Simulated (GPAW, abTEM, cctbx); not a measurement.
# NaCoCl3: the scripts behind a bonding study

Short scripts, each with its output. The cell comes from substitution in a known structure type and wasn't matched to any measured phase.

## 1. Build the all-electron density and subtract free atoms

```text
cell
1.0
     4.842782240    0.000000000    0.000000000
     0.000000000    4.842782240    0.000000000
     0.000000000    0.000000000    4.842782240
Co Cl Na
1 3 1
Direct
0.000000000 0.000000000 0.000000000
0.500000000 0.000000000 0.000000000
0.000000000 0.000000000 0.500000000
0.000000000 0.500000000 0.000000000
0.500000000 0.500000000 0.500000000
```

```python
import numpy as np
from ase.io import read
from ase.units import Bohr
from gpaw import GPAW, PW, FermiDirac
from gpaw.calculator import GPAW as OldGPAW
from gpaw.mpi import serial_comm, world
from scipy.special import erfc
from scipy.spatial import cKDTree

atoms = read("cell.vasp")
atoms.set_initial_magnetic_moments([2, 0, 0, 0, 0])
atoms.calc = GPAW(mode=PW(450), xc="PBE", kpts={"size": (4, 4, 4), "gamma": True},
                 occupations=FermiDirac(0.05), maxiter=120, symmetry={"tolerance": 1e-5}, txt="scf.txt")
atoms.get_potential_energy()
rho = atoms.calc.get_all_electron_density(gridrefinement=2)
moments = atoms.get_magnetic_moments() if atoms.calc.get_number_of_spins() == 2 else np.zeros(len(atoms))
total = atoms.get_magnetic_moment() if moments.any() else 0.0
if world.rank == 0:
    free = OldGPAW(mode=PW(450), xc="PBE", txt=None, communicator=serial_comm)
    neutral = atoms.copy()
    neutral.set_initial_magnetic_moments(None)
    free.initialize(neutral)
    free.set_positions(neutral)
    drho = rho - free.get_all_electron_density(gridrefinement=2)
    # GPAW starts from confined atoms: exchange their smooth part for that of the datasets' free atoms
    h = np.stack(np.meshgrid(*[np.fft.fftfreq(n, 1 / n) for n in drho.shape], indexing="ij"), -1)
    gabs = np.linalg.norm(h @ atoms.cell.reciprocal(), axis=-1)
    tails = np.fft.fftn(free.get_pseudo_density(gridrefinement=2))
    g, form, v0 = np.linspace(0, gabs.max(), 1500), {}, 0
    for e in set(atoms.symbols):
        idx = atoms.symbols.search(e)
        d = free.setups[idx[0]].data
        r, w = d.rgd.r_g * Bohr, d.rgd.r_g**2 * d.rgd.dr_g
        j0 = np.sinc(2 * g[:, None] * r)
        smooth = sum(f * p**2 for f, p in zip(d.f_j, d.phit_jg)) + np.sqrt(4 * np.pi) * d.nct_g
        full = sum(f * p**2 for f, p in zip(d.f_j, d.phi_jg)) + np.sqrt(4 * np.pi) * d.nc_g
        phase = sum(np.exp(-2j * np.pi * h @ s) for s in atoms.get_scaled_positions()[idx])
        tails -= np.interp(gabs, g, j0 @ (smooth * w)) * phase * drho.size / atoms.get_volume()
        form[e] = j0 @ (full * w)
        v0 += 2 * np.pi / 3 * 14.3996 * (full * w * r**2).sum() * len(idx)  # V A^3
    tails *= 0.5 * erfc((gabs - 1.8) / 0.25)  # the tails differ at long wavelengths alone
    drho += np.fft.ifftn(tails).real  # crystal minus superposed spherical free atoms
    np.save("drho.npy", drho)
    dv = atoms.get_volume() / drho.size
    print("grid", drho.shape, " electrons %.3f" % (rho.sum() * dv), " moved by bonding %.3f e" % (abs(drho).sum() * dv / 2))
    pts = np.indices(drho.shape).reshape(3, -1).T / drho.shape @ atoms.cell
    shifts = (np.indices((3, 3, 3)).reshape(3, -1).T - 1) @ atoms.cell
    images = (atoms.positions[None] + shifts[:, None]).reshape(-1, 3)
    dist, idx = cKDTree(images).query(pts, k=4)
    out = drho.ravel()[dist[:, 0] > 0.5]
    print("deformation density beyond 0.5 A of the nuclei: max %.3f, min %.3f e/A^3" % (out.max(), out.min()))
    tie = dist < dist[:, :1] + 1e-4
    q = -np.bincount((idx % len(atoms))[tie], (drho.ravel()[:, None] / tie.sum(1, keepdims=True) * tie)[tie], len(atoms)) * dv
    print("atom        x       y       z   Voronoi charge  moment")
    for a, s, c, m in zip(atoms, atoms.get_scaled_positions(), q, moments):
        print("%-2s%-3d %7.4f %7.4f %7.4f %10.3f %10.2f" % (a.symbol, a.index + 1, *s, c, m))
    np.savez("free.npz", g=g, **form)
    print("mean inner potential of superposed free atoms %.3f V" % (v0 / atoms.get_volume()))
    print("total magnetic moment %.3f muB" % total)
```

```console
$ OMP_NUM_THREADS=1 mpirun -n 4 gpaw python run.py > gpaw.log
```

```text
grid (48, 48, 48)  electrons 89.000  moved by bonding 1.005 e
deformation density beyond 0.5 A of the nuclei: max 0.543, min -0.700 e/A^3
atom        x       y       z   Voronoi charge  moment
Co1    0.0000  0.0000  0.0000      0.147       2.26
Cl2    0.5000  0.0000  0.0000     -0.163       0.05
Cl3    0.0000  0.0000  0.5000     -0.163       0.05
Cl4    0.0000  0.5000  0.0000     -0.163       0.05
Na5    0.5000  0.5000  0.5000      0.341       0.00
mean inner potential of superposed free atoms 10.936 V
total magnetic moment 2.656 muB
```

Time: 12 s on 4 cores of Intel(R) Xeon(R) Platinum 8488C (Sapphire Rapids) (shared host), peak memory 0.79 GiB.

## 2. Fourier-transform the difference

```python
from cctbx import adptbx, crystal, miller, xray
from cctbx.eltbx import tiny_pse
import numpy as np

cs = crystal.symmetry(unit_cell=(4.8428, 4.8428, 4.8428, 90, 90, 90), space_group_symbol='Hall: -P 4 2 3')  # Pm-3m
atoms = [  # label, site, U (iso, or U11 U22 U33 U12 U13 U23 in A^2), occupancy
    ("Co1", (0, 0, 0), 0.0000, 1),
    ("Cl1", (0.5, 0, 0), 0.0000, 1),
    ("Na1", (0.5, 0.5, 0.5), 0.0000, 1),
]
xs = xray.structure(crystal_symmetry=cs)
for label, site, u, occ in atoms:
    u = adptbx.u_cif_as_u_star(cs.unit_cell(), u) if isinstance(u, tuple) else u
    xs.add_scatterer(xray.scatterer(label, site=site, u=u, occupancy=occ))
xs.scattering_type_registry(table="wk1995")
drho = np.load("drho.npy")
T = np.array([[1, 0, 0], [0, 1, 0], [0, 0, 1]])  # conventional axes in terms of the primitive ones
dF = np.fft.ifftn(drho) * 113.57554  # electrons a conventional cell, indexed by primitive hkl
ms = miller.build_set(cs, anomalous_flag=False, d_min=0.9).sort("resolution")
iam = ms.structure_factors_from_scatterers(xs, algorithm="direct").f_calc()
p1 = xs.expand_to_p1()
z = np.array([tiny_pse.table(sc.scattering_type).atomic_number() for sc in p1.scatterers()])
x = np.array(p1.sites_frac())
free = np.load("free.npz")
print("static structure factors of the conventional cell: F in electrons, V (Mott-Bethe) in volts")
print("   h  k  l      d  |F| table  |F| free   |F| DFT   change   |V| free  |V| DFT  change %")
for h, d, table in list(zip(ms.indices(), ms.d_spacings().data(), iam.data()))[:16]:
    df = dF[tuple(np.rint(np.linalg.solve(T, h)).astype(int))]
    phase = np.exp(2j * np.pi * x @ h)
    f = sum(np.interp(1 / d, free["g"], free[sc.scattering_type]) * p for sc, p in zip(p1.scatterers(), phase))
    fz = (z * phase).sum()
    c = 14.3996 * d * d / (np.pi * cs.unit_cell().volume())
    v0, v1 = abs(fz - f) * c, abs(fz - f - df) * c
    print("%4d%3d%3d %7.4f %9.3f %9.3f %9.3f %8.3f %9.3f %8.3f %8s" % (h + (d, abs(table), abs(f), abs(f + df), abs(f + df) - abs(f), v0, v1, "%.1f" % (100 * (v1 / v0 - 1)) if v0 > 0.02 else "-")))
```

```console
$ python run.py
```

```text
static structure factors of the conventional cell: F in electrons, V (Mott-Bethe) in volts
   h  k  l      d  |F| table  |F| free   |F| DFT   change   |V| free  |V| DFT  change %
   0  1  0  4.8428    30.056    30.073    30.307    0.234     2.770    2.549     -8.0
   0  1  1  3.4244    18.388    18.372    18.165   -0.207     1.244    1.342      7.9
   1  1  1  2.7960    24.730    24.799    25.002    0.203     3.218    3.154     -2.0
   0  2  0  2.4214    64.514    64.443    64.666    0.223     5.811    5.758     -0.9
   0  2  1  2.1658    23.240    23.191    23.289    0.098     1.857    1.838     -1.0
   1  2  1  1.9771    16.289    16.112    16.271    0.160     0.771    0.746     -3.3
   0  2  2  1.7122    54.148    54.067    54.065   -0.002     4.133    4.133      0.0
   1  2  2  1.6143    20.060    20.022    20.055    0.033     1.365    1.361     -0.3
   0  3  0  1.6143    20.060    20.022    19.961   -0.061     1.365    1.371      0.5
   0  3  1  1.5314    14.230    14.099    14.173    0.074     0.653    0.646     -1.1
   1  3  1  1.4602    16.550    16.636    16.494   -0.142     1.580    1.592      0.8
   2  2  2  1.3980    47.984    47.937    47.934   -0.003     3.239    3.239      0.0
   0  3  2  1.3432    18.129    18.114    18.114    0.000     1.084    1.084     -0.0
   1  3  2  1.2943    12.394    12.325    12.402    0.077     0.586    0.581     -0.9
   0  4  0  1.2107    43.779    43.739    43.679   -0.060     2.677    2.681      0.1
   2  3  2  1.1746    16.785    16.778    16.822    0.044     0.903    0.901     -0.3
```

Time: 0.31 s on 1 core of Intel(R) Xeon(R) Platinum 8488C (Sapphire Rapids) (shared host), peak memory 0.08 GiB.

## 3. Propagate a plane wave with and without the bonding term

```python
import abtem
import numpy as np
from ase.build import make_supercell
from ase.io import read

abtem.config.set({"dask.lazy": False, "fft": "fftw", "diagnostics.progress_bar": False})
M = [[0, 0, 1], [1, -1, 0], [1, 1, 0]]  # rows: x, y and beam direction in the primitive cell's axes
unit = make_supercell(read("cell.vasp"), M)
unit.set_cell(list(unit.cell.lengths()) + [90, 90, 90], scale_atoms=True)
unit.positions[:, 2] += 0.4280  # keeps atomic planes off the slice boundaries
unit.wrap()
slab = unit * (2, 2, 91)
print(slab.get_chemical_formula(), "| box %.2f x %.2f x %.2f A" % tuple(slab.cell.lengths()))

# change of the potential by bonding, from the DFT deformation density (Poisson's equation term by term)
drho = np.load("drho.npy")
prim = read("cell.vasp")
h = np.stack(np.meshgrid(*[np.fft.fftfreq(n, 1 / n) for n in drho.shape], indexing="ij"), -1).reshape(-1, 3).astype(int)
g2 = ((h @ prim.cell.reciprocal()) ** 2).sum(1)
keep = (g2 > 0) & (g2 < 2.5**2)
shape = (139, 196, 40)
vg = np.zeros(shape, complex)
hm = h[keep] @ np.array(M).T
move = np.exp(-2j * np.pi * hm[:, 2] * (0.4280 / unit.cell[2, 2] - 0.5 / shape[2]))  # the same shift, sampled at mid-points
vg[tuple(hm.T % np.array(shape)[:, None])] = -14.3996 / np.pi * (np.fft.fftn(drho).ravel() / drho.size)[keep] / g2[keep] * move
dV = np.fft.ifftn(vg).real * vg.size
dV = dV.reshape(139, 196, 8, 5).mean(3) * unit.cell[2, 2] / 8  # V A, projected in each slice
dV = np.tile(dV.transpose(2, 0, 1), (91, 2, 2))


def build(atoms):
    p = abtem.Potential(atoms, gpts=(278, 392), slice_thickness=[slab.cell[2, 2] / 728] * 728,
                        parametrization="lobato", projection="infinite", exit_planes=56).build()
    p.array[:] += BONDING * dV
    return p


sigmas = {'Co': 0.077, 'Cl': 0.083, 'Na': 0.088}  # r.m.s. displacement along each axis, A
u = np.array([sigmas[s] for s in slab.symbols])[:, None]
rng = np.random.default_rng(843)


def potentials():
    for _ in range(3):  # frozen phonons, one configuration at a time
        atoms = slab.copy()
        atoms.positions += u * rng.standard_normal((len(atoms), 3))
        atoms.wrap()
        yield build(atoms)


for label, BONDING in (("IAM", 0.0), ("DFT", 1.0)):
    print("=====", label)
    rng = np.random.default_rng(843)  # the same displacements for both
    potential = build(slab)
    print("grid", potential.gpts, "slices", potential.num_slices)
    thickness = potential.exit_thicknesses
    wave = abtem.PlaneWave(energy=300000)
    dp = np.mean([wave.multislice(p).diffraction_patterns(max_angle="valid").array for p in potentials()], axis=0)
    hkl = [(0, 0, 0), (0, 0, 1), (1, -1, 0), (1, -1, 1), (0, 0, 2), (1, -1, 2), (2, -2, 0)]
    nx, ny = dp.shape[-2:]
    print("intensity of each beam, fraction of the incident wave")
    print("  t (A)" + "".join("%9s" % " ".join(map(str, h)) for h in hkl) + "  diffuse    total")
    grid = np.zeros((nx, ny), bool)
    grid[nx // 2 % 2::2, ny // 2 % 2::2] = True
    for t, a in list(zip(thickness, dp))[1:]:
        idx = [np.rint(np.array(M) @ np.linalg.solve([[1, 0, 0], [0, 1, 0], [0, 0, 1]], h)).astype(int) for h in hkl]
        print("%7.1f" % t + "".join("%9.5f" % a[nx // 2 + i[0] * 2, ny // 2 + i[1] * 2] for i in idx) + "%9.4f%9.4f" % (a[~grid].sum(), a.sum()))
```

```console
$ python run.py
```

```text
Cl2184Co728Na728 | box 9.69 x 13.70 x 623.23 A
===== IAM
grid (278, 392) slices 728
intensity of each beam, fraction of the incident wave
  t (A)    0 0 0    0 0 1   1 -1 0   1 -1 1    0 0 2   1 -1 2   2 -2 0  diffuse    total
   47.9  0.76330  0.00628  0.00259  0.00828  0.02904  0.00129  0.01407   0.0099   0.9996
   95.9  0.37094  0.01308  0.02175  0.02095  0.08266  0.01027  0.03549   0.0351   0.9987
  143.8  0.21149  0.00815  0.06516  0.02130  0.09881  0.02410  0.03044   0.0678   0.9974
  191.8  0.28301  0.00755  0.09949  0.00956  0.07333  0.02255  0.01266   0.0950   0.9962
  239.7  0.36340  0.03563  0.08422  0.00163  0.05505  0.01043  0.00472   0.1184   0.9953
  287.6  0.39867  0.07413  0.03194  0.00322  0.04923  0.00360  0.00454   0.1347   0.9946
  335.6  0.46440  0.07654  0.00461  0.00705  0.03380  0.00198  0.00504   0.1474   0.9939
  383.5  0.52108  0.03621  0.02364  0.01070  0.02195  0.00247  0.00357   0.1584   0.9935
  431.5  0.46633  0.00257  0.04285  0.01951  0.03182  0.00235  0.00684   0.1673   0.9931
  479.4  0.34143  0.01165  0.03384  0.03087  0.04193  0.00157  0.01457   0.1804   0.9925
  527.4  0.31014  0.04063  0.02291  0.02941  0.03053  0.00045  0.01567   0.1966   0.9918
  575.3  0.39224  0.05505  0.03304  0.01063  0.01243  0.00192  0.00838   0.2082   0.9912
  623.2  0.42139  0.05414  0.04608  0.00064  0.00875  0.00521  0.00621   0.2163   0.9907
===== DFT
grid (278, 392) slices 728
intensity of each beam, fraction of the incident wave
  t (A)    0 0 0    0 0 1   1 -1 0   1 -1 1    0 0 2   1 -1 2   2 -2 0  diffuse    total
   47.9  0.76647  0.00550  0.00277  0.00810  0.02871  0.00117  0.01411   0.0099   0.9996
   95.9  0.37386  0.01252  0.02146  0.02161  0.08311  0.00922  0.03581   0.0349   0.9987
  143.8  0.20722  0.00938  0.06219  0.02382  0.10109  0.02236  0.03081   0.0676   0.9974
  191.8  0.28009  0.00837  0.09394  0.01206  0.07430  0.02258  0.01222   0.0949   0.9962
  239.7  0.36931  0.03623  0.08047  0.00220  0.05270  0.01211  0.00381   0.1184   0.9953
  287.6  0.39679  0.08057  0.03196  0.00321  0.04779  0.00419  0.00372   0.1345   0.9946
  335.6  0.43854  0.09032  0.00395  0.00850  0.03630  0.00110  0.00511   0.1468   0.9940
  383.5  0.49013  0.04782  0.01974  0.01306  0.02380  0.00240  0.00429   0.1582   0.9935
  431.5  0.46242  0.00419  0.03996  0.02071  0.02821  0.00390  0.00603   0.1678   0.9931
  479.4  0.35974  0.01076  0.03278  0.03109  0.03569  0.00311  0.01237   0.1806   0.9925
  527.4  0.31595  0.04931  0.01764  0.03091  0.02647  0.00085  0.01410   0.1958   0.9919
  575.3  0.37584  0.07214  0.02424  0.01278  0.01115  0.00215  0.00802   0.2070   0.9912
  623.2  0.40735  0.06757  0.04429  0.00015  0.00724  0.00704  0.00546   0.2153   0.9908
```

Time: 85 s.

## 4. Rock the beam across one reflection

```python
import abtem
import numpy as np
from ase.build import make_supercell
from ase.io import read

abtem.config.set({"dask.lazy": False, "fft": "fftw", "diagnostics.progress_bar": False})
M = [[0, 0, 1], [1, -1, 0], [1, 1, 0]]  # rows: x, y and beam direction in the primitive cell's axes
unit = make_supercell(read("cell.vasp"), M)
unit.set_cell(list(unit.cell.lengths()) + [90, 90, 90], scale_atoms=True)
unit.positions[:, 2] += 0.8561  # keeps atomic planes off the slice boundaries
unit.wrap()
slab = unit * (1, 1, 104)
print(slab.get_chemical_formula(), "| box %.2f x %.2f x %.2f A" % tuple(slab.cell.lengths()))

# change of the potential by bonding, from the DFT deformation density (Poisson's equation term by term)
drho = np.load("drho.npy")
prim = read("cell.vasp")
h = np.stack(np.meshgrid(*[np.fft.fftfreq(n, 1 / n) for n in drho.shape], indexing="ij"), -1).reshape(-1, 3).astype(int)
g2 = ((h @ prim.cell.reciprocal()) ** 2).sum(1)
keep = (g2 > 0) & (g2 < 2.5**2)
shape = (108, 153, 40)
vg = np.zeros(shape, complex)
hm = h[keep] @ np.array(M).T
move = np.exp(-2j * np.pi * hm[:, 2] * (0.8561 / unit.cell[2, 2] - 0.5 / shape[2]))  # the same shift, sampled at mid-points
vg[tuple(hm.T % np.array(shape)[:, None])] = -14.3996 / np.pi * (np.fft.fftn(drho).ravel() / drho.size)[keep] / g2[keep] * move
dV = np.fft.ifftn(vg).real * vg.size
dV = dV.reshape(108, 153, 4, 10).mean(3) * unit.cell[2, 2] / 4  # V A, projected in each slice
dV = np.tile(dV.transpose(2, 0, 1), (104, 1, 1))


def build(atoms):
    p = abtem.Potential(atoms, gpts=(108, 153), slice_thickness=[slab.cell[2, 2] / 416] * 416,
                        parametrization="lobato", projection="infinite", exit_planes=104).build()
    p.array[:] += BONDING * dV
    return p


def potentials():
    yield build(slab)  # atoms at rest


for label, BONDING in (("IAM", 0.0), ("DFT", 1.0)):
    print("=====", label)
    potential = build(slab)
    print("grid", potential.gpts, "slices", potential.num_slices)
    thickness = potential.exit_thicknesses
    h = np.array(M) @ np.linalg.solve(np.array([[1, 0, 0], [0, 1, 0], [0, 0, 1]]), [0, 0, 1])
    ix, iy = round(h[0]) * 1, round(h[1]) * 1
    gxy = h[:2] / unit.cell.lengths()[:2]
    along = gxy / np.hypot(*gxy)
    across = np.array([-along[1], along[0]])
    bragg = 500 * abtem.PlaneWave(energy=300000).wavelength * np.hypot(*gxy)
    print("Bragg angle %.3f mrad; beam tilted 46 mrad off the zone axis across the row" % bragg)
    print("dark-field intensity of 0 0 1 against tilt along the row, in Bragg angles")
    print("  t (A)" + "".join("%8.2f" % s for s in [0.2, 0.4, 0.6, 0.8, 1.0, 1.2, 1.4, 1.6, 1.8, 2.0, 2.2, 2.4, 2.6]))
    rows = []
    row = [(n * ix, n * iy) for n in range(-8, 9)]
    for s in [0.2, 0.4, 0.6, 0.8, 1.0, 1.2, 1.4, 1.6, 1.8, 2.0, 2.2, 2.4, 2.6]:
        tilt = -s * bragg * along + 46 * across
        dp = abtem.PlaneWave(energy=300000, tilt=tuple(tilt)).multislice(potential).diffraction_patterns(max_angle="valid").array
        rows.append(dp[:, dp.shape[1] // 2 + ix, dp.shape[2] // 2 + iy])
        if s == 1.0:
            cx, cy = dp.shape[1] // 2, dp.shape[2] // 2
            share = sum(dp[:, cx + i, cy + j] for i, j in row if abs(i) < cx and abs(j) < cy) / dp.sum(axis=(1, 2))
            total = dp.sum(axis=(1, 2))
    for t, a in list(zip(thickness, np.array(rows).T))[1:]:
        print("%7.1f" % t + "".join("%8.4f" % v for v in a))
    print("at the Bragg tilt, share in the row:", share[1:].round(3).tolist(), "total:", total[1:].round(3).tolist())
```

```console
$ python run.py
```

```text
Cl624Co208Na208 | box 4.84 x 6.85 x 712.27 A
===== IAM
grid (108, 153) slices 416
Bragg angle 2.033 mrad; beam tilted 46 mrad off the zone axis across the row
dark-field intensity of 0 0 1 against tilt along the row, in Bragg angles
  t (A)    0.20    0.40    0.60    0.80    1.00    1.20    1.40    1.60    1.80    2.00    2.20    2.40    2.60
  178.1  0.1396  0.1443  0.1478  0.1499  0.1506  0.1497  0.1473  0.1435  0.1386  0.1325  0.1254  0.1176  0.1091
  356.1  0.4503  0.5024  0.5380  0.5588  0.5660  0.5592  0.5388  0.5034  0.4509  0.3806  0.2963  0.2109  0.1356
  534.2  0.2552  0.3039  0.3187  0.3056  0.2948  0.3061  0.3201  0.3060  0.2569  0.2020  0.1543  0.1136  0.0888
  712.3  0.0270  0.0334  0.0270  0.0049  0.0027  0.0051  0.0271  0.0332  0.0266  0.0289  0.0319  0.0394  0.0280
at the Bragg tilt, share in the row: [0.9259999990463257, 0.8330000042915344, 0.7689999938011169, 0.7049999833106995] total: [0.9980000257492065, 0.9959999918937683, 0.9940000176429749, 0.9919999837875366]
===== DFT
grid (108, 153) slices 416
Bragg angle 2.033 mrad; beam tilted 46 mrad off the zone axis across the row
dark-field intensity of 0 0 1 against tilt along the row, in Bragg angles
  t (A)    0.20    0.40    0.60    0.80    1.00    1.20    1.40    1.60    1.80    2.00    2.20    2.40    2.60
  178.1  0.1257  0.1299  0.1330  0.1349  0.1355  0.1347  0.1326  0.1292  0.1248  0.1193  0.1130  0.1060  0.0984
  356.1  0.4311  0.4772  0.5083  0.5265  0.5327  0.5268  0.5090  0.4781  0.4316  0.3683  0.2909  0.2115  0.1403
  534.2  0.2965  0.3472  0.3638  0.3543  0.3453  0.3547  0.3652  0.3493  0.2981  0.2385  0.1831  0.1340  0.1002
  712.3  0.0686  0.0767  0.0573  0.0162  0.0036  0.0163  0.0573  0.0763  0.0680  0.0679  0.0661  0.0675  0.0452
at the Bragg tilt, share in the row: [0.9269999861717224, 0.8299999833106995, 0.7599999904632568, 0.6980000138282776] total: [0.9980000257492065, 0.9959999918937683, 0.9940000176429749, 0.9909999966621399]
```

Time: 20 s.

[Outputs are excerpts: Python notices, other lines and further rows are left out; steps that failed or that the build refused (PBEsol, TPSS) are not shown.]

[Logs are printed without paths, hosts, clocks, repeated set-up lines and the standing remarks that a program may print on its own settings, such as how far it seeks lower states.]
